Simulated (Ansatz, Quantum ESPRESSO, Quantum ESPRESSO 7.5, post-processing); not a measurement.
**Cu(111) with one reversed stacking step (an intrinsic fault): ballistic transmission**

Wanted: the transmission near the Fermi level and the conductance of this junction: Cu(111) with one reversed stacking step (an intrinsic fault).

Method: plane-wave DFT, PBE, GBRV ultrasoft pseudopotentials (cross-check by Ansatz 0.2.0 with PAW datasets), in Quantum ESPRESSO 7.5.

Most raw output is cut from this account.

## 1. The starting structure

The cell holds 14 atoms: 14 Cu. Its edges and angles: a = 2.574 Å, b = 2.574 Å, c = 29.422 Å, α = 90.0°, β = 90.0°, γ = 60.0°. It derives from Cu. Regions: left lead, 6 atoms (6 Cu); channel, 2 atoms (2 Cu); right lead, 6 atoms (6 Cu). The structure is stacked along c, and the current runs across the ab planes.

## 2. Ground state

One periodic cell holds a stretch of lead, the junction and more lead; the atoms stay as built.

scf.in

```
&control
  prefix = 'scf'
  outdir = './out'
  pseudo_dir = './pseudo'
  calculation = 'scf'
  tprnfor = .true.
/
&system
  ibrav = 0
  nat = 14
  ntyp = 1
  ecutwfc = 40
  ecutrho = 200
  occupations = 'smearing'
  smearing = 'mv'
  degauss = 0.01
/
&electrons
  conv_thr = 1e-07
  mixing_beta = 0.25
  electron_maxstep = 120
  mixing_mode = 'local-TF'
/
ATOMIC_SPECIES
  Cu  63.5460  cu_pbe_v1.2.uspp.F.UPF
CELL_PARAMETERS angstrom
  2.57386868351903 0.00000000000000 0.00000000000000
  1.28693434175952 2.22903566593269 0.00000000000000
  0.00000000000000 0.00000000000000 29.42176971790333
ATOMIC_POSITIONS crystal
  Cu  0.000000000000 0.000000000000 0.000000000000
  Cu  0.333333333000 0.333333333000 0.071428571429
  Cu  0.666666667000 0.666666667000 0.142857142857
  Cu  0.000000000000 0.000000000000 0.214285714286
  Cu  0.333333333000 0.333333333000 0.285714285714
  Cu  0.666666667000 0.666666667000 0.357142857143
  Cu  0.333333333000 0.333333333000 0.428571428571
  Cu  0.666666667000 0.666666667000 0.500000000000
  Cu  0.000000000000 0.000000000000 0.571428571429
  Cu  0.333333333000 0.333333333000 0.642857142857
  Cu  0.666666667000 0.666666667000 0.714285714286
  Cu  0.000000000000 0.000000000000 0.785714285714
  Cu  0.333333333000 0.333333333000 0.857142857143
  Cu  0.666666667000 0.666666667000 0.928571428571
K_POINTS automatic
  11 11 1 0 0 0
```

Launch:

```bash
OMP_NUM_THREADS=1 mpirun -n 8 pw.x -nk 8 -in scf.in > scf.out
```

It took 63 s on 8 MPI ranks of Arm Neoverse V2, shared host; peak memory 1.6 GiB.

This step gave:

- free energy: -76912.3947 eV
- Fermi energy: 15.68 eV

The run needed 14 iterations to bring the estimated error under 1e-07 Ry; the largest force on any atom, held or free, is 0.02 eV/Å.

## 3. Transmission with pwcond.x

prefixt takes both regions from one run: the lead from 0 to bdl, the scattering region from bdl to bds (units of alat). ikind = 1 puts the same lead on both sides. The program's T_tot counts both spins in a run without spin; the tables below give T per spin.

cond.in

```
&inputcond
  outdir = './out'
  prefixt = 'scf'
  tran_file = 'cond.dat'
  bdl = 2.4494897430
  bds = 11.4309521338
  ikind = 1
  ewind = 4.0
  epsproj = 1e-05
  nz1 = 7
  energy0 = 0.4
  denergy = -0.4
/
10
  0.00000000 0.00000000 0.01562500
  0.00000000 0.12500000 0.09375000
  0.00000000 0.25000000 0.09375000
  0.00000000 0.37500000 0.09375000
  0.00000000 0.50000000 0.04687500
  0.12500000 0.25000000 0.09375000
  0.12500000 0.37500000 0.18750000
  0.12500000 0.50000000 0.18750000
  0.25000000 0.50000000 0.09375000
  0.25000000 0.62500000 0.09375000
3
```

Launch:

```bash
OMP_NUM_THREADS=1 mpirun -n 8 pwcond.x -in cond.in > cond.out
```

Run time: 13 s. Hardware: 8 MPI ranks; peak memory 0.47 GiB.

Read from the output:

| Property | Result |
| --- | --- |
| lead channels at the Fermi level, one spin | 0.8906 |
| transmission at the Fermi level, one spin | 0.8555 |
| conductance | 0.8555 G₀ |

Per spin; mean over the k mesh across the current. The open channels, zone mean by energy, zero at the Fermi level:

```csv
energy (eV),"open channels, zone mean"
-0.400,0.797
0.000,0.891
0.400,0.891
```

Per spin; mean over the k mesh across the current. Table of transmission, zone mean by energy, zero at the Fermi level:

```
energy (eV)  transmission, zone mean
     -0.400                    0.608
      0.000                    0.855
      0.400                    0.884
```

At 0.000 eV; k in fractions of b1, b2. Transmission by k point:

```csv
k1,k2,weight,t,channels
0,0,0.01562,0,0
0,0.125,0.09375,0.9999,1
0,0.25,0.09375,1,1
0,0.375,0.09375,0.9999,1
0,0.5,0.04688,0.292,1
0.125,0.25,0.09375,1,1
0.125,0.375,0.1875,1,1
0.125,0.5,0.1875,0.9918,1
0.25,0.5,0.09375,0.9952,1
0.25,0.625,0.09375,0,0
```

At no point does T exceed the number of channels.

## 4. Transmission with pwcond.x, with nz1 = 11

How much does a setting matter? One run is repeated with a change.

cond.w.in is the input of step 3 with these lines changed:

```diff
@@ -3,3 +3,3 @@
   prefixt = 'scf'
-  tran_file = 'cond.dat'
+  tran_file = 'cond.w.dat'
   bdl = 2.4494897430
@@ -9,3 +9,3 @@
   epsproj = 1e-05
-  nz1 = 7
+  nz1 = 11
   energy0 = 0.4
```

Launch:

```bash
OMP_NUM_THREADS=1 mpirun -n 8 pwcond.x -in cond.w.in > cond.w.out
```

The job ended after 15 s (8 MPI ranks; peak memory 0.49 GiB; 1.9 min of CPU time).

Beside the run it was changed from:

| quantity | this run | unchanged run | difference |
| --- | --- | --- | --- |
| transmission at the Fermi level, one spin | 0.8556 | 0.8555 | 1.0e-4 |
| lead channels at the Fermi level, one spin | 0.8906 | 0.8906 | 0 |
| wall time (s) | 15 | 13 |  |

Over all energies T moves by up to 6.5e-4, at -0.4 eV.

The physical values in this table stay within 0.05 %.

## 5. The same in Ansatz

As a check, the same structure is run in Ansatz.

Level of this step: plane-wave DFT, PBE, Ansatz PAW (Ansatz 0.2.0).

input.yaml

```yaml
crystal:
  lattice:
    - [2.5738686835, 0.0, 0.0]
    - [1.2869343418, 2.2290356659, 0.0]
    - [0.0, 0.0, 29.4217697179]
  atoms:
    - { symbol: Cu, position: [0.0, 0.0, 0.0] }
    - { symbol: Cu, position: [0.333333333, 0.333333333, 0.0714285714] }
    - { symbol: Cu, position: [0.666666667, 0.666666667, 0.1428571429] }
    - { symbol: Cu, position: [0.0, 0.0, 0.2142857143] }
    - { symbol: Cu, position: [0.333333333, 0.333333333, 0.2857142857] }
    - { symbol: Cu, position: [0.666666667, 0.666666667, 0.3571428571] }
    - { symbol: Cu, position: [0.333333333, 0.333333333, 0.4285714286] }
    - { symbol: Cu, position: [0.666666667, 0.666666667, 0.5] }
    - { symbol: Cu, position: [0.0, 0.0, 0.5714285714] }
    - { symbol: Cu, position: [0.333333333, 0.333333333, 0.6428571429] }
    - { symbol: Cu, position: [0.666666667, 0.666666667, 0.7142857143] }
    - { symbol: Cu, position: [0.0, 0.0, 0.7857142857] }
    - { symbol: Cu, position: [0.333333333, 0.333333333, 0.8571428571] }
    - { symbol: Cu, position: [0.666666667, 0.666666667, 0.9285714286] }
kpoints:
  mp_grid: { grid: [11, 11, 1] }
hamiltonian:
  xc: pbe
scf:
  occupations: { method: fermi_dirac, width: 0.1 }
  convergence: { dr2_threshold: 1.0e-08 }
output:
  transmission: { leads: [[0, 3]], e_range: [-0.4, 0.4], de: 0.4, kmesh: [8, 8] }
  write_potential: true
  write_density: true
  volumetric_format: npy
  elf: true
```

Launch:

```bash
ansatz run input.yaml --threads 8 --pin off --max-ram 16384MiB --backend cpu --events-out ev --progress --plain --runs-dir out
```

Elapsed: 5.9 s, on 8 threads; peak memory 1.3 GiB; 42 s of CPU time.

Read from the output:

```
free energy                                  : -92752.5497 eV
energy at zero smearing                      : -92752.4981 eV
smearing term TS                             : 0.1033 eV
Fermi energy                                 : 16.37 eV
symmetry operations                          : 12
transmission at the Fermi level, one spin    : 0.8570
step of the lead's Hamiltonian over a period : 2.5 meV
```

Per spin; mean over the k mesh across the current. The transmission, zone mean by energy, zero at the Fermi level:

```csv
energy (eV),"transmission, zone mean"
-0.400,0.615
0.000,0.857
0.400,0.885
```

Per spin; mean over the k mesh across the current. The open channels, zone mean by energy, zero at the Fermi level:

```
energy (eV)  open channels, zone mean
     -0.400                     0.797
      0.000                     0.891
      0.400                     0.891
```

Electrostatic potential energy in the ca plane at fractional y = 0.333, with atoms of Cu within 0.2 Å of it. With pseudopotentials it is smooth inside the atoms' cores, unlike the true potential.

Values in eV, 5 rows by 16 columns, each cell a mean:
```
  9  16  16   6   5  17  16  10   1  11   0  17  15  15  -2  14
 13   7   9  11  10  10   6  13   8  14   7  14   3  15   6  16
 16 -20 -13  16  16 -11 -21  16  17  18  16   2 -30  12  16  18
 16 -23 -16  17  17 -14 -25  16  17  18  17   0 -34  11  17  18
 14  -1   3  14  13   4  -2  15  12  16  10  11  -7  15  11  17
```
Columns run along c (16.0 Å, from fractional 0.23 to 0.77 of the cell; values clipped at the 3rd and 97th percentile), rows up along a (2.6 Å). Atoms in or near the plane, at fractional coordinates: Cu at (0.29, 0.33), Cu at (0.43, 0.33), Cu at (0.64, 0.33).

Valence density in the ca plane at fractional y = 0.333, with atoms of Cu within 0.2 Å of it. It is the smooth field of the valence electrons, not physical close to the nuclei.

Ten steps, logarithmic in the rise over the least value, from '0' (0 e/Å³) to '9' (43 e/Å³), each cell a mean:
```
20000000012210000000022200122100000000122100
20000000012210000000023200122100000000122100
10002210001100012200011100011100122100111000
00025741000000146620000000000000366310000000
00048972000000269841000000000001599610000000
00048972000000269941000000000001599610000000
00025741000000146630000000000000366310000000
10012210001100012210011100011100122100011000
```
Columns run along c (16.0 Å, from fractional 0.23 to 0.77 of the cell), rows up along a (2.6 Å). Atoms in or near the plane, at fractional coordinates: Cu at (0.29, 0.33), Cu at (0.43, 0.33), Cu at (0.64, 0.33).

Ansatz finds T = 0.857 against pwcond's 0.855.

## 6. All levels side by side

All levels:

```
                   step  T at the Fermi level (per spin)  conductance (G0)  r.m.s. T(E) from the first  CPU time of the step (s)  peak memory (GiB)
                 Ansatz                            0.857                 -                           0                     41.51               1.33
                 pwcond                           0.8555            0.8555                    0.004097                     105.6               0.47
pwcond, changed setting                           0.8556            0.8556                    0.003717                     116.7               0.49
```

Per spin; mean over the k mesh across the current. Table of transmission, zone mean by energy, zero at the Fermi level:

```csv
energy (eV),Ansatz,pwcond,"pwcond, changed setting"
-0.400,0.615,0.608,0.609
0.000,0.857,0.855,0.856
0.400,0.885,0.884,0.884
```

## 7. A check by hand

The Landauer sum over the mesh, Σ w T = 0.1875 × 1 + 0.1875 × 0.992 + 0.0938 × 1 + … = 0.8554.

G = 0.855 × 77.48 µS = 66.3 µS a cell. Times the area of 5.737 Å², the resistance-area product is A/G = 0.866 fΩ m², the leads' contact resistance included.

Free electrons at 1 an atom (3 atoms in 36.2 Å³) have k_F = 1.349 1/Å and offer A k_F²/4π = 0.83 channels per spin; the lead has 0.89 on this mesh.

## 8. Results

```json
{
 "conductance from T at the Fermi level, a cell (G₀ = 2e²/h)": "0.855 G₀",
 "conductance per area": "1155 S/μm²",
 "lead channels per spin": "0.89",
 "the same conductance by Ansatz": "0.857 G₀"
}
```

In words: The junction conducts 0.855 G₀ a cell at the Fermi level (PBE, GBRV ultrasoft). At the Fermi level the junction passes 96 % of what the leads offer, nearly all. At the Fermi level pwcond and Ansatz differ by 0.18 %, a close match. The mean rests on 10 distinct points, the heaviest weighing 0.19, and the mesh was not tested, so even the second digit is unsure. Over -0.4 to 0.4 eV, T lies between 0.61 and 0.88 per spin. The geometry is as built, not relaxed, and the leads are short.

[Logs are printed without paths, hosts, clocks, repeated set-up lines and the standing remarks that a program may print on its own settings, such as how far it seeks lower states.]

[Hosts, paths, dates, database ids (printed as entryN), source tags and the programs' standing remarks are cut or masked in the printed files.]

[Maps of the electrostatic potential energy from Ansatz leave out the sawtooth potential of an applied field or a dipole correction, so their vacuum need not be flat; planar profiles and work functions include it.]
